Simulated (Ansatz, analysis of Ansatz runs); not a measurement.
## Fe on the octahedral Ga site in beta-Ga2O3: charge-transition level, PBE

Subject: Fe on the octahedral Ga site in beta-Ga2O3. Wanted: its charge-transition level, in one set-up (PBE, 120-site cell, measured lattice, 420 eV, k: the single point 1/4 1/4 1/4 then 2x2x2 shifted 0.5 0.5 0.5). The model is a cell of 120 host atoms with 1 Ga taken out and 1 Fe put in. The level is the Fermi energy at which two charge states have equal formation energy, after a correction for the images of the charge. The measured lattice removes the functional's error in the volume.

What was measured. (0/-1) level below the conduction-band bottom: 0.78 eV, by DLTS (with SIMS correlation to Fe) (“Iron and intrinsic deep level states in Ga2O3”, 2018, Ingebrigtsen et al.). (0/-1) level below the conduction-band bottom: 0.83 eV, by EPR isothermal decay of photoinduced Fe2+ (300.5-315 K), general-order kinetics (“Point Defects in Lithium Gallate and Gallium Oxide”, 2019, C. A. Lenyk). The calculation is set beside it at the end.

Calculated with Ansatz 0.2.0; plane-wave PAW DFT, PBE; relaxation of all atoms of a defect supercell.

## Step 1: The starting structure

The cell holds 120 atoms: 47 Ga, 72 O and 1 Fe. Cell: a = 12.214 Å, b = 9.111 Å, c = 11.596 Å, α = 90.0°, β = 103.8°, γ = 90.0°. It derives from Ga2O3 (space group C2/m). Nearest the centre at fractional (0.341, 0.333, 0.343): Fe47 at 0.00 Å, O60 at 1.93 Å, O11 at 1.95 Å, O51 at 1.95 Å, O53 at 2.01 Å, O15 at 2.07 Å, O55 at 2.07 Å, Ga7 at 3.04 Å.

The host's primitive cell comes from a first run (plane-wave PAW DFT, PBE; relaxation of the host's atoms at the measured cell): vectors of 6.293, 6.293 and 5.798 Å. That is 10.44 Å³ an atom. The supercell is built on it.

## Step 2: Relaxation, charge 0

Every later number rests on the structure around the defect, so the atoms are relaxed at the host's lattice first.

File relax0/input.yaml:

```yaml
relax:
  f_tol: 0.02
  max_steps: 80
  random_displacement: { amplitude: 0.05, seed: 122 }
crystal:
  lattice:
    - [12.214, 0.0, 0.0]
    - [0.0, 9.1113, 0.0]
    - [-2.7719778, 0.0, 11.2600174]
  atoms:
    - { symbol: Ga, position: [0.091461046, 0.0, 0.397853365] }
    - { symbol: Ga, position: [0.591461046, 0.166666667, 0.397853365] }
    - { symbol: Ga, position: [0.408538954, 0.166666667, 0.102146635] }
[... 1 atom line left out ...]
    - { symbol: Ga, position: [0.159228384, 0.166666667, 0.15664076] }
[... 1 atom line left out ...]
    - { symbol: Ga, position: [0.340771616, 0.0, 0.34335924] }
[... 1 atom line left out ...]
    - { symbol: O, position: [0.169002123, 0.0, 0.054481907] }
[... 1 atom line left out ...]
    - { symbol: O, position: [0.330997877, 0.166666667, 0.445518093] }
[... 1 atom line left out ...]
    - { symbol: O, position: [0.172212469, 0.0, 0.28010003] }
    - { symbol: O, position: [0.672212469, 0.166666667, 0.28010003] }
    - { symbol: O, position: [0.327787531, 0.166666667, 0.21989997] }
[... 1 atom line left out ...]
    - { symbol: O, position: [0.496444184, 0.0, 0.12681816] }
    - { symbol: O, position: [0.996444184, 0.166666667, 0.12681816] }
    - { symbol: O, position: [0.003555816, 0.166666667, 0.37318184] }
    - { symbol: O, position: [0.503555816, 0.0, 0.37318184] }
[... 2 atom lines left out ...]
    - { symbol: Ga, position: [0.408538954, 0.166666667, 0.602146635] }
[... 6 atom lines left out ...]
    - { symbol: O, position: [0.669002123, 0.166666667, 0.554481907] }
[... 4 atom lines left out ...]
    - { symbol: O, position: [0.327787531, 0.166666667, 0.71989997] }
[... 1 atom line left out ...]
    - { symbol: O, position: [0.496444184, 0.0, 0.62681816] }
[... 3 atom lines left out ...]
    - { symbol: Ga, position: [0.091461046, 0.333333333, 0.397853365] }
    - { symbol: Ga, position: [0.591461046, 0.5, 0.397853365] }
    - { symbol: Ga, position: [0.408538954, 0.5, 0.102146635] }
[... 1 atom line left out ...]
    - { symbol: Ga, position: [0.159228384, 0.5, 0.15664076] }
[... 1 atom line left out ...]
    - { symbol: Fe, position: [0.340771616, 0.333333333, 0.34335924], spin: 5.0 }
[... 1 atom line left out ...]
    - { symbol: O, position: [0.169002123, 0.333333333, 0.054481907] }
[... 1 atom line left out ...]
    - { symbol: O, position: [0.330997877, 0.5, 0.445518093] }
[... 1 atom line left out ...]
    - { symbol: O, position: [0.172212469, 0.333333333, 0.28010003] }
    - { symbol: O, position: [0.672212469, 0.5, 0.28010003] }
    - { symbol: O, position: [0.327787531, 0.5, 0.21989997] }
[... 1 atom line left out ...]
    - { symbol: O, position: [0.496444184, 0.333333333, 0.12681816] }
    - { symbol: O, position: [0.996444184, 0.5, 0.12681816] }
    - { symbol: O, position: [0.003555816, 0.5, 0.37318184] }
    - { symbol: O, position: [0.503555816, 0.333333333, 0.37318184] }
[... 2 atom lines left out ...]
    - { symbol: Ga, position: [0.408538954, 0.5, 0.602146635] }
[... 2 atom lines left out ...]
    - { symbol: Ga, position: [0.659228384, 0.333333333, 0.65664076] }
[... 2 atom lines left out ...]
    - { symbol: O, position: [0.169002123, 0.333333333, 0.554481907] }
    - { symbol: O, position: [0.669002123, 0.5, 0.554481907] }
[... 4 atom lines left out ...]
    - { symbol: O, position: [0.327787531, 0.5, 0.71989997] }
[... 1 atom line left out ...]
    - { symbol: O, position: [0.496444184, 0.333333333, 0.62681816] }
[... 3 atom lines left out ...]
    - { symbol: Ga, position: [0.091461046, 0.666666667, 0.397853365] }
[... 5 atom lines left out ...]
    - { symbol: Ga, position: [0.340771616, 0.666666667, 0.34335924] }
[... 1 atom line left out ...]
    - { symbol: O, position: [0.169002123, 0.666666667, 0.054481907] }
[... 3 atom lines left out ...]
    - { symbol: O, position: [0.172212469, 0.666666667, 0.28010003] }
[... 3 atom lines left out ...]
    - { symbol: O, position: [0.496444184, 0.666666667, 0.12681816] }
[... 2 atom lines left out ...]
    - { symbol: O, position: [0.503555816, 0.666666667, 0.37318184] }
[... 16 atom lines left out ...]
    - { symbol: O, position: [0.496444184, 0.666666667, 0.62681816] }
[... 2 atom lines left out ...]
    - { symbol: O, position: [0.503555816, 0.666666667, 0.87318184] }
  host:
    repeats: [1, 3, 2]
    atoms:
      - { symbol: Ga, position: [0.091461046, 0.0, 0.79570673] }
      - { symbol: Ga, position: [0.591461046, 0.5, 0.79570673] }
      # ... 18 more atoms of the perfect host
basis:
  ecutwfc: 420
  xc_grid: 2
hamiltonian:
  xc: pbe
kpoints:
  mp_grid: { grid: [1, 1, 1], shift: [0.25, 0.25, 0.25] }
magnetization:
  spin_polarized: true
  initial_magnetization: 5
  spin_locking: { lock_magnetization: hard }
scf:
  occupations: { method: fermi_dirac, width: 0.01 }
  max_iter: 120
output:
  forces: true
  charged_corrections:
    epsilon: [4.04, 4.14, 4.13]
    static_epsilon: [10.78, 10.47, 14.08]
    defect_position: [0.340772, 0.333333, 0.343359]
checkpoint:
  write: "../relax0.run"
  compress: false
  write_wavefunctions: true
  write_every: 100000
```

Started as:

```console
$ ansatz run input.yaml --threads 4 --pin off --max-ram 14131MiB --backend cpu --events-out ev --progress --plain --runs-dir out
```

Numbers of over 12 decimals in the logs are rounded to 6 here.

Log:

```text
[... repeated set-up lines and file paths are left out, and long positions are rounded to six places ...]
Engine: ansatz 0.2.0, x86_64-unknown-linux-gnu
Pseudopotentials: kind: paw
Pseudopotential: Ga, paw, valence charge 13, recommended cutoff 420 eV (normal), Ga.paw.azcp
Pseudopotential: O, paw, valence charge 6, recommended cutoff 420 eV (normal), O.paw.azcp
Pseudopotential: Fe, paw, valence charge 16, recommended cutoff 420 eV (normal), Fe.paw.azcp
Functional definition: PBE
  parameter kappa = 0.804
  parameter beta = 0.066725
  exchange = pbe_x(kappa = kappa, mu = beta*pi^2/3)
  correlation = pbe_c(beta = beta)
Crystal: 120 atoms, lattice volume = 1253.076 Å³
Basis set: ecut = 420 eV, 24547 PW (Γ), exchange–correlation on 180×128×160 points (8 copies of the dense FFT grid, shifted against one another)
Bands: 652, of which v1, the nominal top of the filled ones, is band 530 counted from 1 (529 counted from 0)
Symmetry: 1 space group operations
k-points: 1
Non-local potential: Ga, projectors of the file, l = 0: 2, l = 1: 2, l = 2: 3, l = 3: 1
Non-local potential: O, projectors of the file, l = 0: 2, l = 1: 2, l = 2: 1
Non-local potential: Fe, projectors of the file, l = 0: 3, l = 1: 2, l = 2: 3, l = 3: 1
PAW form: soft (Blöchl's): semilocal exchange-correlation on the pseudo side does not see the compensation charge
PAW one-centre angular grid: Ga, 590 points (default); XC on 64 Gauss nodes
PAW one-centre angular grid: O, 110 points (default); XC on 64 Gauss nodes
PAW one-centre angular grid: Fe, 590 points (default); XC on 64 Gauss nodes
Initial density: superposition of atomic densities (chi_scale 0.1, normalization cell, long waves kept (reshape's long-wave potential 0.09 eV rms))
Starting moments: Σ|m| = 5 μB on 1 of 120 sites
Initial wavefunctions: pseudopotential atomic-orbital guess
Functional: x = pbe(κ = 0.804, μ = 0.219515), c = pbe(β = 0.066725)
SCF iter   1: F=—  HF=-223200.890796 eV  |F-HF|=—  |Δ(HF+E_count)|=         —  Δρ=6.45e-2 (↑5.56e-2 ↓6.45e-2)  dr2=9.73e1  dr2_m=3.35e0  M=5.000 μB ∫|m|=5.005 μB  β_m=0.30  ethr=3.10e-3  ⟨swp⟩=5.0  Hψ=4161  notcnv=0  defer=42
preconditioner: auto → Resta (q_TF=auto, 2.653 Å⁻¹)  ε∞=4.4  [insulator: Δε(μ)=0.083 eV  Ē_g=18.552 eV  σ=0.010 eV  W_gap=0.97  n_scr=386 (ndim 8)  ℏωp=34.0 eV  f_vac=0.000  D(μ)=3.00/eV (n_scr^D=4)  ε∞_Penn≈4.4]
spin=Collinear: Resta preconditioning applied to the charge; magnetization (m = ρ↑ − ρ↓) channel mixes plain (no charge-response kernel on spin).
SCF iter   2: F=—  HF=-223183.664229 eV  |F-HF|=—  |Δ(HF+E_count)|=    1.72e1  Δρ=3.69e-2 (↑3.64e-2 ↓3.69e-2)  dr2=3.50e1  dr2_m=6.64e-2  M=5.000 μB ∫|m|=5.042 μB  β_m=0.41  ethr=3.10e-3  ⟨swp⟩=2.5  Hψ=2572  notcnv=0  defer=235
SCF iter   3: F=—  HF=-223175.814326 eV  |F-HF|=—  |Δ(HF+E_count)|=    7.85e0  Δρ=2.34e-2 (↑1.87e-2 ↓2.34e-2)  dr2=1.23e1  dr2_m=4.14e-1  M=5.000 μB ∫|m|=5.020 μB  β_m=0.48  ethr=3.10e-3  ⟨swp⟩=3.0  Hψ=3108  notcnv=0  defer=235
SCF iter   4: F=—  HF=-223172.812689 eV  |F-HF|=—  |Δ(HF+E_count)|=    3.00e0  Δρ=6.16e-3 (↑5.85e-3 ↓6.16e-3)  dr2=1.25e0  dr2_m=5.70e-3  M=5.000 μB ∫|m|=5.048 μB  β_m=0.54  ethr=1.16e-3  ⟨swp⟩=3.0  Hψ=2360  notcnv=0  defer=235
SCF iter   5: F=—  HF=-223172.798490 eV  |F-HF|=—  |Δ(HF+E_count)|=   1.42e-2  Δρ=2.02e-3 (↑1.96e-3 ↓2.02e-3)  dr2=1.57e-1  dr2_m=3.68e-4  M=5.000 μB ∫|m|=5.054 μB  β_m=0.70  ethr=1.18e-4  ⟨swp⟩=3.5  Hψ=2537  notcnv=0  defer=233
SCF iter   6: F=—  HF=-223172.910574 eV  |F-HF|=—  |Δ(HF+E_count)|=   1.12e-1  Δρ=1.18e-3 (↑1.16e-3 ↓1.18e-3)  dr2=4.81e-2  dr2_m=1.20e-4  M=5.000 μB ∫|m|=5.056 μB  β_m=0.78  ethr=1.49e-5  ⟨swp⟩=2.5  Hψ=2050  notcnv=0  defer=233
SCF iter   7: F=—  HF=-223172.933272 eV  |F-HF|=—  |Δ(HF+E_count)|=   2.27e-2  Δρ=3.48e-4 (↑2.32e-4 ↓3.48e-4)  dr2=3.49e-3  dr2_m=1.42e-4  M=5.000 μB ∫|m|=5.058 μB  β_m=0.79  ethr=4.54e-6  ⟨swp⟩=2.0  Hψ=2050  notcnv=0  defer=233
SCF iter   8: F=—  HF=-223172.935218 eV  |F-HF|=—  |Δ(HF+E_count)|=   1.95e-3  Δρ=1.91e-4 (↑1.37e-4 ↓1.91e-4)  dr2=1.10e-3  dr2_m=2.66e-5  M=5.000 μB ∫|m|=5.058 μB  β_m=0.75  ethr=3.30e-7  ⟨swp⟩=2.0  Hψ=2184  notcnv=0  defer=233
SCF iter   9: F=—  HF=-223172.935393 eV  |F-HF|=—  |Δ(HF+E_count)|=   1.75e-4  Δρ=4.92e-5 (↑4.22e-5 ↓4.92e-5)  dr2=8.60e-5  dr2_m=1.17e-6  M=5.000 μB ∫|m|=5.059 μB  β_m=0.79  ethr=1.04e-7  ⟨swp⟩=2.0  Hψ=2136  notcnv=0  defer=233
SCF iter  10: F=—  HF=-223172.935451 eV  |F-HF|=—  |Δ(HF+E_count)|=   5.88e-5  Δρ=2.48e-5 (↑1.78e-5 ↓2.48e-5)  dr2=1.72e-5  dr2_m=5.34e-7  M=5.000 μB ∫|m|=5.059 μB  β_m=0.79  ethr=8.13e-9  ⟨swp⟩=2.0  Hψ=2130  notcnv=0  defer=233
SCF iter  11: F=-223172.935451 eV  HF=-223172.935454 eV  |F-HF|=2.91e-6  |Δ(HF+E_count)|=   2.84e-6  Δρ=1.25e-5 (↑8.54e-6 ↓1.25e-5)  dr2=4.38e-6  dr2_m=1.59e-7  M=5.000 μB ∫|m|=5.058 μB  ethr=9.44e-10  ⟨swp⟩=3.0  Hψ=3363  notcnv=0
SCF 1 converged in 11 iterations: F = -223172.935451 eV  dr2 = 4.38e-6
  greatest PAW one-centre occupation: 1.003 electrons in one spin orbital (limit 2), on the Fe atom at site 46 (counted from 0), in its partial waves of l = 1
relax step   1: F+E_penalty+E_count = -223172.93545133 eV  Δ(F+E_penalty+E_count) = +0.000e0 eV  max|allowed force component| = 1.905e0 eV/Å  Δτ_max = 0.0000 Å  (11 SCF iters, dr2 threshold 1.00e-5 eV, accepted)
[... the SCF cycles and remarks between the steps are left out from here to the last step ...]
relax step   2: F+E_penalty+E_count = -223174.64397203 eV  Δ(F+E_penalty+E_count) = -1.709e0 eV  max|allowed force component| = 1.173e0 eV/Å  Δτ_max = 0.0550 Å  (6 SCF iters, dr2 threshold 1.00e-4 eV, accepted)
relax step   3: F+E_penalty+E_count = -223175.44962215 eV  Δ(F+E_penalty+E_count) = -8.057e-1 eV  max|allowed force component| = 2.005e-1 eV/Å  Δτ_max = 0.0592 Å  (7 SCF iters, dr2 threshold 8.60e-5 eV, accepted)
relax step   4: F+E_penalty+E_count = -223175.45536428 eV  Δ(F+E_penalty+E_count) = -5.742e-3 eV  max|allowed force component| = 4.842e-2 eV/Å  Δτ_max = 0.0148 Å  (6 SCF iters, dr2 threshold 2.51e-6 eV, accepted)
SCF iter   1: F=—  HF=-223175.455015 eV  |F-HF|=—  |Δ(HF+E_count)|=         —  Δρ=2.26e-4 (↑1.84e-4 ↓2.26e-4)  dr2=5.73e-4  dr2_m=1.07e-4  M=5.000 μB ∫|m|=5.062 μB  β_m=0.30  ethr=5.06e-7  ⟨swp⟩=4.5  Hψ=3189  notcnv=0  defer=233
SCF iter   2: F=—  HF=-223175.454951 eV  |F-HF|=—  |Δ(HF+E_count)|=   6.47e-5  Δρ=1.57e-4 (↑1.28e-4 ↓1.57e-4)  dr2=2.79e-4  dr2_m=5.12e-5  M=5.000 μB ∫|m|=5.062 μB  β_m=0.62  ethr=5.41e-8  ⟨swp⟩=1.0  Hψ=1500  notcnv=0  defer=233
SCF iter   3: F=—  HF=-223175.454921 eV  |F-HF|=—  |Δ(HF+E_count)|=   2.98e-5  Δρ=2.69e-5 (↑1.61e-5 ↓2.69e-5)  dr2=1.86e-5  dr2_m=8.71e-7  M=5.000 μB ∫|m|=5.062 μB  β_m=0.59  ethr=2.63e-8  ⟨swp⟩=2.0  Hψ=2133  notcnv=0  defer=233
SCF iter   4: F=—  HF=-223175.455598 eV  |F-HF|=—  |Δ(HF+E_count)|=   6.77e-4  Δρ=1.37e-5 (↑8.43e-6 ↓1.37e-5)  dr2=5.42e-6  dr2_m=1.72e-7  M=5.000 μB ∫|m|=5.062 μB  β_m=0.64  ethr=1.76e-9  ⟨swp⟩=2.0  Hψ=2130  notcnv=0  defer=233
SCF iter   5: F=—  HF=-223175.455598 eV  |F-HF|=—  |Δ(HF+E_count)|=   2.65e-7  Δρ=8.17e-6 (↑6.21e-6 ↓8.17e-6)  dr2=2.14e-6  dr2_m=4.62e-8  M=5.000 μB ∫|m|=5.062 μB  β_m=0.56  ethr=5.12e-10  ⟨swp⟩=2.0  Hψ=2130  notcnv=0  defer=233
SCF iter   6: F=—  HF=-223175.455598 eV  |F-HF|=—  |Δ(HF+E_count)|=   3.17e-7  Δρ=1.52e-6 (↑1.46e-6 ↓1.52e-6)  dr2=1.20e-7  dr2_m=6.98e-10  M=5.000 μB ∫|m|=5.062 μB  β_m=0.74  ethr=2.02e-10  ⟨swp⟩=2.0  Hψ=2130  notcnv=0  defer=233
SCF iter   7: F=-223175.455598 eV  HF=-223175.455598 eV  |F-HF|=6.37e-9  |Δ(HF+E_count)|=   1.13e-8  Δρ=6.54e-7 (↑6.54e-7 ↓6.53e-7)  dr2=2.08e-8  dr2_m=5.05e-11  M=5.000 μB ∫|m|=5.062 μB  ethr=9.44e-12  ⟨swp⟩=3.0  Hψ=3415  notcnv=0
SCF 5 converged in 7 iterations: F = -223175.455598 eV  dr2 = 2.08e-8
relax step   5: F+E_penalty+E_count = -223175.45559758 eV  Δ(F+E_penalty+E_count) = -2.333e-4 eV  max|allowed force component| = 1.820e-2 eV/Å  Δτ_max = 0.0059 Å  (7 SCF iters, accepted)
NSCF: frozen V_eff on 1 k-points
the band table was solved once a step of the walk had ended and its energy, with any forces and stress, was formed, with the checks that follow a solve (4453 applications of the Hamiltonian). They found nothing against the state; [...]
SCF converged after 7 iterations
Stability checked in part: among states of this total moment the steps that led to this state did not find it unstable. No probe was made; neither looks for a lower state of another moment (fixed_total_moment; see scf.lower_state_search)
Magnetization: 5.0000 μB (532.0000 up, 527.0000 down)
Absolute magnetization: 5.0622 μB (∫|ρ↑−ρ↓|, with the PAW one-centre terms)
Spin contamination: 0.0045 ħ² per cell (⟨S²⟩ above its minimum at these occupations)
Per-site moments (μB) at R_I (Å): [(9.310513150078816e-6, 0.757586), (0.00284732, 0.756827), (0.00131502, 0.758035), [... 117 left out ...]
Free energy (F): -223175.455598 eV
Harris-Foulkes:  -223175.455598 eV  (|F-HF|=6.37e-9)
Internal energy: -223175.455598 eV  (E = F + TS)
E sigma→0 (E₀):  -223175.455598 eV
Fermi energy:    9.645308 (↑ 10.341668, ↓ 9.201790) eV
--- Per-component energies (eV) ---
  E_band       = -1389.111565
  E_kinetic    = 18482.358655
  E_local      = -109617.162179  (includes V_loc(G=0)·N_el)
  E_nonlocal   = 24049.838906
  E_hartree    = 49114.024042
  E_xc         = -8605.827290
  E_vxc        = -9585.622678  (∫ρ·V_xc dr)
  E_paw        = -106676.316233  (= ΣΔE_a)
  E_vpaw       = -22946.744956  (= ΣTr[D̂ρ^β])
  E_aug_tail   = 0.173856  (compensation charges beyond the density's cutoff)
  E_ewald      = -89922.545354
  E_smearing   = -0.000000  (= −TS)
  E_closure    = 0.000000  (closes the sum)
  Σ components = -223175.455598   (vs F -223175.455598, Δ=0.00e0)
--- Forces (eV/Å), atoms counted from 1 ---
  atom   1  Ga    -0.00070496    -0.00197390    -0.00717040
  atom   2  Ga     0.00309789    -0.00238644    -0.00430346
  [... 2 atoms left out ...]
  atom   5  Ga    -0.00133100    -0.00187825    -0.00958661
  [... 1 atom left out ...]
  atom   7  Ga     0.00277183    -0.00615017    -0.01100463
  [... 3 atoms left out ...]
  atom  11  O     -0.00215824    -0.00171617     0.00768088
  [... 3 atoms left out ...]
  atom  15  O     -0.00174848     0.00288085     0.00314512
  [... 31 atoms left out ...]
  atom  47  Fe     0.00496770     0.00042401    -0.01819793
  [... 3 atoms left out ...]
  atom  51  O     -0.00244037     0.00238030     0.00810799
  [... 1 atom left out ...]
  atom  53  O      0.00128673     0.00022926     0.00850361
  [... 1 atom left out ...]
  atom  55  O     -0.00256636    -0.00362889     0.00480479
  [... 4 atoms left out ...]
  atom  60  O     -0.00328545    -0.00001498     0.00326599
  [... 26 atoms left out ...]
  atom  87  Ga     0.00295101     0.00566978    -0.01166842
  [... 33 atoms left out ...]
  max |Σ_I F_I| component: 4.82e-5 eV/Å
--- Band table (eV) ---
  k-point 0 ↑: bands = ["-81.2153", "-47.2388", "-47.2113", "-47.1586", [... 644 left out ...] "19.9554", "19.9784", "19.9898", "20.0185"]
  k-point 0 ↓: bands = ["-76.4023", "-42.5384", "-42.5012", "-42.4848", [... 644 left out ...] "19.9631", "19.9863", "20.0094", "20.0303"]
--- Relaxed structure (5 steps of the walk, 5 accepted, 0 SCFs on fresh bases) ---
  F+E_penalty+E_count = -223175.45559758 eV   max|allowed force component| = 1.820e-2 eV/Å
  atoms:
    - { symbol: Ga, position: [0.091063, -0.000485, 0.397899] }
    - { symbol: Ga, position: [0.592724, 0.165963, 0.398152] }
    [... 2 atoms left out ...]
    - { symbol: Ga, position: [0.159106, 0.166693, 0.156804] }
    [... 1 atom left out ...]
    - { symbol: Ga, position: [0.340531, -0.000812, 0.342146] }
    [... 3 atoms left out ...]
    - { symbol: O, position: [0.330683, 0.163840, 0.447251] }
    [... 3 atoms left out ...]
    - { symbol: O, position: [0.326825, 0.163495, 0.219175] }
    [... 31 atoms left out ...]
    - { symbol: Fe, position: [0.341738, 0.333082, 0.348412] }
    [... 3 atoms left out ...]
    - { symbol: O, position: [0.330677, 0.502323, 0.447252] }
    [... 1 atom left out ...]
    - { symbol: O, position: [0.169576, 0.333115, 0.278719] }
    [... 1 atom left out ...]
    - { symbol: O, position: [0.326819, 0.502616, 0.219162] }
    [... 4 atoms left out ...]
    - { symbol: O, position: [0.505109, 0.333048, 0.373892] }
    [... 26 atoms left out ...]
    - { symbol: Ga, position: [0.340528, 0.666965, 0.342149] }
    [... 33 atoms left out ...]
```

Elapsed: 2.7 min, on 4 threads of AMD EPYC 9R45, shared host; peak memory 8.9 GiB; 10 min of CPU time.

The steps of the relaxation:

```tsv
step	energy less that of the first step (eV)	largest force component (eV/Å)
1	0.0000	1.9046
2	-1.7085	1.1727
3	-2.5142	0.2005
4	-2.5199	0.0484
5	-2.5201	0.0182
```

The atoms that moved most (Å, from the sites as typed, ahead of the random displacement, the mean shift of all atoms taken out):

```tsv
atom	dx	dy	dz	length
Fe47	0.002	0.000	0.057	0.057
O51	-0.004	0.023	0.019	0.031
O11	-0.004	-0.023	0.019	0.031
O53	-0.024	0.000	-0.016	0.029
O15	-0.005	-0.027	-0.009	0.028
O55	-0.005	0.026	-0.009	0.028
O60	0.022	0.000	0.008	0.023
Ga63	0.003	0.008	0.021	0.022
```

Neighbours of Fe47 at the end:

```tsv
atom	distance (Å)
O11	1.945
O51	1.945
O60	1.946
O53	2.065
O55	2.130
O15	2.130
Ga87	3.043
Ga7	3.043
```

Numbers from this step:

| Property | Result |
| --- | --- |
| free energy | -223175.4556 eV |
| total moment | 5 μB |
| integral of the absolute spin density | 5.062 μB |
| spin contamination | 0.004538 |

[end of part 1 of 2]

[Logs are printed without paths, hosts, clocks, repeated set-up lines and the standing remarks that a program may print on its own settings, such as how far it seeks lower states.]

[Hosts, paths, dates, database ids (printed as entryN), source tags and the programs' standing remarks are cut or masked in the printed files.]

[For some hosts the program warned that the k-mesh of the response run may be too coarse for force constants and the static dielectric constant; such warnings are not shown here.]
